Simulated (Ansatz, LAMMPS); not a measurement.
**Glassy 32CaO-68Al2O3 (mol %) (113 atoms): geometry optimisation**

Wanted: the relaxed structure of glassy 32CaO-68Al2O3 (mol %) (113 atoms) and its electronic structure.

Calculated with Ansatz 0.2.0; Kohn-Sham DFT, revPBE, PAW (set soft_2), plane waves.

### Step 1. Starting point

The cell holds 113 atoms: 9 Ca, 38 Al and 66 O. Cell: a = 10.776 Å, b = 10.776 Å, c = 10.776 Å, α = 90.0°, β = 90.0°, γ = 90.0°. 113 atoms (9 Ca, 38 Al, 66 O) placed at random at 3.11 g/cm³, melted at 4000 K for 10 ps at fixed volume with the Morse and Coulomb pair potential with partial charges (Pedone, Malavasi, Menziani, Cormack and Segre, J. Phys. Chem. B 110, 11780 (2006)). Quenched from 4000 K to 300 K at 50 K/ps and fixed volume, held 10 ps at zero pressure.

Limits known from the start: The quench rate of 50 K/ps is orders of magnitude faster than experiment, which tends to freeze in extra defects. The network of bonds at the start is that of the classical potential that made the cell. Sampling is at Γ alone, for a cell whose shortest periodic width is 11 Å.

### Step 2. The classical run that made the cell

A classical potential supplies the starting structure, since it reaches far longer times than DFT.

This step: classical MD, Morse and Coulomb pair potential with partial charges (Pedone, Malavasi, Menziani, Cormack and Segre, J. Phys. Chem. B 110, 11780 (2006)) (LAMMPS 22 Jul 2025 - Update 4).

in.lmp reads:

```
# melt-quench of Ca9Al38O66
units metal
atom_style charge
boundary p p p
region box block 0 10.9258 0 10.9258 0 10.9258
create_box 3 box
mass 1 40.0780   # Ca
mass 2 26.9815   # Al
mass 3 15.9990   # O
create_atoms 1 random 9 59034 NULL overlap 1.5 maxtry 2000
create_atoms 2 random 38 59041 NULL overlap 1.5 maxtry 2000
create_atoms 3 random 66 59048 NULL overlap 1.5 maxtry 2000
pair_style hybrid/overlay pedone 5.5 coul/long 8.0
pair_coeff * * coul/long
pair_coeff 1 3 pedone 0.030211 2.241334 2.923245 5   # Ca-O
pair_coeff 2 3 pedone 0.361581 1.900442 2.164818 0.9   # Al-O
pair_coeff 3 3 pedone 0.042395 1.379316 3.618701 22   # O-O
set type 1 charge 1.2
set type 2 charge 1.8
set type 3 charge -1.2
kspace_style pppm 1.0e-4
neigh_modify delay 0 every 1 check yes
thermo_style custom step time temp pe press density
thermo_modify norm yes
timestep 0.002
thermo 100
min_style cg
minimize 1e-4 1e-4 200 2000
reset_timestep 0
velocity all create 4000 59035 mom yes dist gaussian
fix lim all nve/limit 0.05
fix lan all langevin 4000 4000 0.2 59036 zero yes
thermo 500
run 1000 post no
# [... 7 lines left out ...]
fix md all nvt temp 4000 300 0.2
run 37000 post no
unfix md
thermo 1666
fix md all npt temp 300 300 0.2 iso 0 0 2
run 5000 post no
unfix md
write_dump all custom glass.dump id type xs ys zs modify sort id
```

The run is started by

```sh
lmp -in in.lmp -log none -nocite
```

Numbers of over 12 decimals in the logs are rounded to 6 here.

The program printed:

```text
LAMMPS (22 Jul 2025 - Update 4)
Created orthogonal box = (0 0 0) to (10.9258 10.9258 10.9258)
Created 9 atoms
Created 38 atoms
Created 66 atoms
PPPM initialization ...
  G vector (1/distance) = 0.38221536
  grid = 12 12 12
  estimated relative force accuracy = 5.2365084e-05
   Step          Time           Temp          PotEng         Press         Density
         0   0              0             -1.5460226      868316.32      3.1090168
        78   0.156          0             -12.431726     -51146.893      3.1090168
Loop time of 0.0753954 s on 1 MPI rank(s) for 78 steps with 113 atoms
Minimization stats:
  Stopping criterion = energy tolerance
  Energy initial, next-to-last, final =
     -1.54602261740786  -12.4306720078195  -12.4317257946737
  Force two-norm initial, final = 314.04066 1.6550872
  Iterations, force evaluations = 78 105
   Step          Time           Temp          PotEng         Press         Density
[... 7 lines left out ...]
      2499   4.998          3700.5655     -11.973004      73718.927      3.1090168
      3332   6.664          3332.6668     -11.870088      54626.493      3.1090168
      4165   8.33           4403.8014     -11.93186       69108.725      3.1090168
      4998   9.996          3786.154      -11.878777      66340.068      3.1090168
      5831   11.662         4442.7069     -11.97139       47031.418      3.1090168
[... 1 line left out ...]
Loop time of 2.87347 s on 1 MPI rank(s) for 5000 steps with 113 atoms
   Step          Time           Temp          PotEng         Press         Density
[... 12 lines left out ...]
Loop time of 20.3355 s on 1 MPI rank(s) for 37000 steps with 113 atoms
   Step          Time           Temp          PotEng         Press         Density
[... 1 line left out ...]
     43316   86.632         341.97323     -12.50653       1241.8616      3.2139459
     44982   89.964         315.66144     -12.517151     -5543.3455      3.2360837
     46648   93.296         308.74939     -12.513894     -10162.004      3.2493027
     48000   96             311.40764     -12.512624     -18917.67       3.2404855
Loop time of 3.53947 s on 1 MPI rank(s) for 5000 steps with 113 atoms
```

Run time: 27 s. Hardware: 1 thread of Arm Neoverse V1, shared host; peak memory 0.069 GiB.

### Step 3. Single point at the start

A single point comes first, to see the forces before anything moves.

input.yaml reads:

```yaml
crystal:
  lattice:
    - [10.776, 0.0, 0.0]
    - [0.0, 10.776, 0.0]
    - [0.0, 0.0, 10.776]
  atoms:
    - { symbol: Ca, position: [0.87381, 0.62733, 0.06624] }
    - { symbol: Ca, position: [0.71251, 0.93245, 0.25553] }
    - { symbol: Ca, position: [0.81831, 0.88256, 0.89183] }
    - { symbol: Ca, position: [0.02349, 0.90064, 0.13036] }
    - { symbol: Ca, position: [0.74577, 0.22155, 0.80953] }
    - { symbol: Ca, position: [0.61428, 0.40288, 0.10252] }
    - { symbol: Ca, position: [0.85254, 0.706, 0.4657] }
    - { symbol: Ca, position: [0.54492, 0.31148, 0.64263] }
    - { symbol: Ca, position: [0.5917, 0.52085, 0.37808] }
    - { symbol: Al, position: [0.88698, 0.15426, 0.07088] }
    - { symbol: Al, position: [0.40151, 0.08493, 0.50828] }
    - { symbol: Al, position: [0.69815, 0.03387, 0.53985] }
    - { symbol: Al, position: [0.94401, 0.12933, 0.61148] }
    - { symbol: Al, position: [0.0815, 0.32822, 0.16962] }
    - { symbol: Al, position: [0.37709, 0.68385, 0.23187] }
    - { symbol: Al, position: [0.1525, 0.74678, 0.87165] }
    - { symbol: Al, position: [0.40822, 0.3223, 0.41568] }
    - { symbol: Al, position: [0.45952, 0.62352, 0.9274] }
    - { symbol: Al, position: [0.05379, 0.8871, 0.6488] }
    - { symbol: Al, position: [0.43123, 0.60276, 0.61269] }
    - { symbol: Al, position: [0.90258, 0.15752, 0.35238] }
    - { symbol: Al, position: [0.53141, 0.81109, 0.45828] }
    - { symbol: Al, position: [0.98356, 0.36298, 0.92479] }
    - { symbol: Al, position: [0.12282, 0.00698, 0.43073] }
    - { symbol: Al, position: [0.11128, 0.54519, 0.61593] }
    - { symbol: Al, position: [0.08421, 0.59824, 0.26591] }
    - { symbol: Al, position: [0.53697, 0.90967, 0.87829] }
    - { symbol: Al, position: [0.37172, 0.19662, 0.16788] }
    - { symbol: Al, position: [0.33928, 0.96351, 0.26294] }
    - { symbol: Al, position: [0.3463, 0.07913, 0.77532] }
    - { symbol: Al, position: [0.70398, 0.50397, 0.84941] }
    - { symbol: Al, position: [0.63414, 0.70937, 0.69472] }
    - { symbol: Al, position: [0.62144, 0.68891, 0.11516] }
    - { symbol: Al, position: [0.2346, 0.50807, 0.86071] }
    - { symbol: Al, position: [0.04987, 0.10651, 0.8452] }
    - { symbol: Al, position: [0.93233, 0.65248, 0.75558] }
    - { symbol: Al, position: [0.27018, 0.53454, 0.44734] }
    - { symbol: Al, position: [0.44408, 0.32668, 0.89306] }
    - { symbol: Al, position: [0.23414, 0.27643, 0.68321] }
    - { symbol: Al, position: [0.33716, 0.88796, 0.0281] }
    - { symbol: Al, position: [0.60053, 0.1352, 0.04867] }
    - { symbol: Al, position: [0.84642, 0.45238, 0.28255] }
    - { symbol: Al, position: [0.8571, 0.41938, 0.57754] }
    - { symbol: Al, position: [0.65682, 0.21434, 0.3271] }
    - { symbol: Al, position: [0.11465, 0.30155, 0.45786] }
    - { symbol: Al, position: [0.28923, 0.85489, 0.61867] }
    - { symbol: Al, position: [0.3329, 0.44844, 0.13807] }
    - { symbol: O, position: [0.12965, 0.37912, 0.61432] }
    - { symbol: O, position: [0.77422, 0.30827, 0.25204] }
    - { symbol: O, position: [0.99694, 0.47248, 0.20984] }
    - { symbol: O, position: [0.61615, 0.84166, 0.76328] }
    - { symbol: O, position: [0.96475, 0.03295, 0.46442] }
    - { symbol: O, position: [0.43211, 0.78222, 0.59974] }
    - { symbol: O, position: [0.73304, 0.54453, 0.2054] }
    - { symbol: O, position: [0.98164, 0.7228, 0.24345] }
    - { symbol: O, position: [0.82744, 0.48735, 0.42924] }
    - { symbol: O, position: [0.36689, 0.04105, 0.11438] }
    - { symbol: O, position: [0.26321, 0.59483, 0.6018] }
    - { symbol: O, position: [0.3815, 0.1567, 0.34624] }
    - { symbol: O, position: [0.33338, 0.00367, 0.63976] }
    - { symbol: O, position: [0.93316, 0.27519, 0.53567] }
    - { symbol: O, position: [0.24402, 0.39141, 0.39973] }
    - { symbol: O, position: [0.46556, 0.19306, 0.79991] }
    - { symbol: O, position: [0.43238, 0.47088, 0.52322] }
    - { symbol: O, position: [0.97407, 0.73171, 0.89677] }
    - { symbol: O, position: [0.38593, 0.45828, 0.98673] }
    - { symbol: O, position: [0.74507, 0.39663, 0.68186] }
    - { symbol: O, position: [0.30036, 0.65039, 0.89866] }
    - { symbol: O, position: [0.38723, 0.96546, 0.87866] }
    - { symbol: O, position: [0.59665, 0.38263, 0.87899] }
    - { symbol: O, position: [0.35518, 0.24324, 0.57072] }
    - { symbol: O, position: [0.02886, 0.02676, 0.70648] }
    - { symbol: O, position: [0.55148, 0.09201, 0.56458] }
    - { symbol: O, position: [0.88563, 0.06901, 0.20551] }
    - { symbol: O, position: [0.99154, 0.26934, 0.05426] }
    - { symbol: O, position: [0.61131, 0.65419, 0.54167] }
    - { symbol: O, position: [0.85119, 0.4608, 0.92167] }
    - { symbol: O, position: [0.63905, 0.59759, 0.97744] }
    [... 29 atom lines left out ...]
    - { symbol: O, position: [0.5685, 0.76306, 0.29176] }
    - { symbol: O, position: [0.41714, 0.93591, 0.4083] }
    - { symbol: O, position: [0.23574, 0.56604, 0.20434] }
    - { symbol: O, position: [0.95378, 0.53731, 0.63464] }
    - { symbol: O, position: [0.31599, 0.38888, 0.77826] }
    - { symbol: O, position: [0.74688, 0.80149, 0.07815] }
kpoints:
  mp_grid: { grid: [1, 1, 1] }
hamiltonian:
  xc: revpbe
scf:
  occupations: { method: gaussian, width: 0.025 }
output:
  forces: true
  stress: true
  populations: intrinsic
  dos:
    method: { smearing: { sigma: 0.08 } }
    de: 0.1
    projected: { site_lists: { Al: [Al], Ca: [Ca], O: [O] } }
  eigenvalues: true
```

The run is started by

```sh
ansatz run input.yaml --threads 4 --pin off --max-ram 8192MiB --backend cpu --events-out ev --progress --plain --runs-dir out
```

The program printed:

```text
Engine: ansatz 0.2.0, aarch64-unknown-linux-gnu
Pseudopotentials: kind: paw
Pseudopotential: Ca, paw, valence charge 10, recommended cutoff 420 eV (normal), Ca.paw.azcp
Pseudopotential: Al, paw, valence charge 3, recommended cutoff 420 eV (normal), Al.paw.azcp
Pseudopotential: O, paw, valence charge 6, recommended cutoff 420 eV (normal), O.paw.azcp
[... 5 lines on functional and potentials left out ...]
Crystal: 113 atoms, lattice volume = 1251.333 Å³
Basis set: ecut = 420 eV, 24405 PW (Γ), exchange–correlation on 150×150×150 points (8 copies of the dense FFT grid, shifted against one another)
Bands: 413, of which v1, the nominal top of the filled ones, is band 300 counted from 1 (299 counted from 0)
Symmetry: 1 space group operations
Space group: P1 (ITA 1), of the structure as read, at distance tolerance 1.1e-4 Å
k-points: 1
[... 10 lines on functional and potentials left out ...]
Initial density: superposition of atomic densities (neutral atoms: chi_scale 0, normalization atom), corrected by the library's trained network
Initial wavefunctions: pseudopotential atomic-orbital guess
Functional: x = revpbe(κ = 1.245, μ = 0.219515), c = pbe(β = 0.066725)
SCF iter   1: F=—  HF=-74566.615800 eV  |F-HF|=—  |Δ(HF+E_count)|=         —  Δρ=4.10e-3  dr2=2.77e-1  ethr=1.77e-3  ⟨swp⟩=7.0  Hψ=1988  notcnv=0  defer=70
preconditioner: auto → Resta (q_TF=auto, 2.414 Å⁻¹)  ε∞=3.6  [insulator: Δε(μ)=3.381 eV  Ē_g=15.577 eV  σ=0.025 eV  W_gap=1.00  n_scr=304 (ndim 8)  ℏωp=25.3 eV  f_vac=0.027  D(μ)=0.00/eV (n_scr^D=0)  ε∞_Penn≈3.6]
SCF iter   2: F=—  HF=-74566.563473 eV  |F-HF|=—  |Δ(HF+E_count)|=   5.23e-2  Δρ=2.05e-3  dr2=4.40e-2  ethr=4.62e-5  ⟨swp⟩=2.0  Hψ=684  notcnv=0  defer=109
SCF iter   3: F=—  HF=-74566.566001 eV  |F-HF|=—  |Δ(HF+E_count)|=   2.53e-3  Δρ=8.54e-4  dr2=1.34e-2  ethr=7.33e-6  ⟨swp⟩=2.0  Hψ=513  notcnv=0  defer=109
SCF iter   4: F=—  HF=-74566.567555 eV  |F-HF|=—  |Δ(HF+E_count)|=   1.55e-3  Δρ=3.11e-4  dr2=1.24e-3  ethr=2.24e-6  ⟨swp⟩=2.0  Hψ=514  notcnv=0  defer=109
SCF iter   5: F=—  HF=-74566.567948 eV  |F-HF|=—  |Δ(HF+E_count)|=   3.93e-4  Δρ=1.49e-4  dr2=2.94e-4  ethr=2.07e-7  ⟨swp⟩=2.0  Hψ=509  notcnv=0  defer=109
SCF iter   6: F=—  HF=-74566.568215 eV  |F-HF|=—  |Δ(HF+E_count)|=   2.67e-4  Δρ=5.14e-5  dr2=3.89e-5  ethr=4.91e-8  ⟨swp⟩=2.0  Hψ=514  notcnv=0  defer=109
SCF iter   7: F=—  HF=-74566.566288 eV  |F-HF|=—  |Δ(HF+E_count)|=   1.93e-3  Δρ=2.76e-5  dr2=9.94e-6  ethr=6.48e-9  ⟨swp⟩=2.0  Hψ=709  notcnv=0  defer=109
SCF iter   8: F=—  HF=-74566.566298 eV  |F-HF|=—  |Δ(HF+E_count)|=   9.66e-6  Δρ=8.89e-6  dr2=1.13e-6  ethr=1.66e-9  ⟨swp⟩=2.0  Hψ=561  notcnv=0  defer=109
SCF iter   9: F=—  HF=-74566.566300 eV  |F-HF|=—  |Δ(HF+E_count)|=   1.98e-6  Δρ=5.59e-6  dr2=3.23e-7  ethr=1.88e-10  ⟨swp⟩=2.0  Hψ=594  notcnv=0  defer=109
SCF iter  10: F=-74566.566300 eV  HF=-74566.566300 eV  |F-HF|=3.42e-8  |Δ(HF+E_count)|=   8.32e-8  Δρ=1.72e-6  dr2=3.45e-8  ethr=1.67e-11  ⟨swp⟩=18.0  Hψ=2475  notcnv=0
SCF 1 converged in 10 iterations: F = -74566.566300 eV  dr2 = 3.45e-8
  greatest PAW one-centre occupation: 0.995 electrons in one spin orbital (limit 2), on the Ca atom at site 4 (counted from 0), in its partial waves of l = 0
SCF converged after 10 iterations
Free energy (F): -74566.566300 eV
Harris-Foulkes:  -74566.566300 eV  (|F-HF|=3.42e-8)
Internal energy: -74566.566300 eV  (E = F + TS)
E sigma→0 (E₀):  -74566.566300 eV
Fermi energy:    8.360213 eV
--- Per-component energies (eV) ---
  E_band       = -1437.390659
  E_kinetic    = 15332.803303
  E_local      = -33060.866226  (includes V_loc(G=0)·N_el)
  E_nonlocal   = 4059.290845
  E_hartree    = 12169.093258
  E_xc         = -7754.025382
  E_vxc        = -9012.520369  (∫ρ·V_xc dr)
  E_paw        = -36132.508166  (= ΣΔE_a)
  E_vpaw       = -3094.442625  (= ΣTr[D̂ρ^β])
  E_aug_tail   = 0.165169  (compensation charges beyond the density's cutoff)
  E_ewald      = -29178.615456
  E_core_change = -1.903645  (= ΣΔE_core)
  E_smearing   = -0.000000  (= −TS)
  E_closure    = -0.000000  (closes the sum)
  Σ components = -74566.566300   (vs F -74566.566300, Δ=0.00e0)
--- Forces (eV/Å), atoms counted from 1 ---
  atom   1  Ca     0.52826157    -0.05329243    -0.48526100
  atom   2  Ca    -0.69508616    -0.07788352    -0.14240449
  atom   3  Ca    -1.01805110     0.17187297    -0.42386043
  atom   4  Ca     1.35934402     0.20103495     0.52270470
  atom   5  Ca    -0.06027780     0.06625402     0.13100061
  atom   6  Ca     0.24900132     0.06072190    -0.46765181
  atom   7  Ca     0.29442842    -0.00912818    -0.08645745
  atom   8  Ca    -0.10533567    -0.02131090    -0.70405920
  atom   9  Ca    -0.41141240     0.65820922     0.01610796
  atom  10  Al    -1.23912978    -1.32881064    -0.37879817
  atom  11  Al    -0.15984706    -0.04288701    -1.57640231
  atom  12  Al    -0.28572854     1.79183221     0.74336201
  atom  13  Al    -0.14700888     0.37114086    -1.57522766
  atom  14  Al     1.02481613     0.12141892     1.78819925
[...]
atom 112  O      0.75315513    -0.03911221     0.24542722
  atom 113  O      0.26840902    -0.13622930     0.68077190
  max |Σ_I F_I| component: 7.17e-5 eV/Å
--- Stress (GPa, compression-positive) ---
        9.883276       0.770809       1.408525
        0.770802      13.333904       0.284134
        1.408540       0.284134      10.912970
  P = ⅓ Tr σ = 11.3767 GPa (113.767 kbar)
--- Band table (eV) ---
  k-point 0: bands = ["-33.7521", "-33.0213", "-32.8526", "-32.4289", [... 397 levels ...], "16.2011", "16.2195", "16.2561", "16.3294", "16.3473", "16.3746", "16.4413", "16.4974", "16.5222", "16.5589", "16.6311", "16.6432"]
--- intrinsic populations: 113 sites ---
  site symbol       q [e]
     0     Ca      8.2036
     1     Ca      8.1969
     2     Ca      8.2014
[...]
112      O      7.3219
  spilling = 0.000000 (of n_electrons = 600.000000)
```

Wall time 25 s (4 threads of Arm Neoverse V1, shared host); peak memory 1.7 GiB.

Reading the cycles: dr2 is the Hartree energy of the density residual (eV), the measure of convergence; HF is the Harris–Foulkes estimate of the energy, which meets the free energy F at convergence.

Read from the output:

* free energy: -74566.5663 eV
* free energy per atom: -659.8811 eV/atom
* SCF cycles: 10
* pressure: 11.38 GPa
* r.m.s. force component: 0.989 eV/Å
* longest force: 3.869 eV/Å
* Fermi energy: 8.36 eV
* gap (highest filled to lowest empty level): 3.34 eV

The r.m.s. force component of 0.99 eV/Å and the pressure of 11 GPa set the starting point.

Length of the force by element:

| element | coordination | atoms | mean length of the force (eV/Å) | spread | least | most |
| --- | --- | --- | --- | --- | --- | --- |
| Al | all | 38 | 1.80 | 0.613 | 0.633 | 3.06 |
| Ca | all | 9 | 0.723 | 0.372 | 0.159 | 1.47 |
| O | all | 66 | 1.49 | 0.796 | 0.319 | 3.87 |

[end of part 1 of 3]

[Logs are printed without paths, hosts, clocks, repeated set-up lines and the standing remarks that a program may print on its own settings, such as how far it seeks lower states.]

[Hosts, paths, dates, database ids (printed as entryN), source tags and the programs' standing remarks are cut or masked in the printed files.]
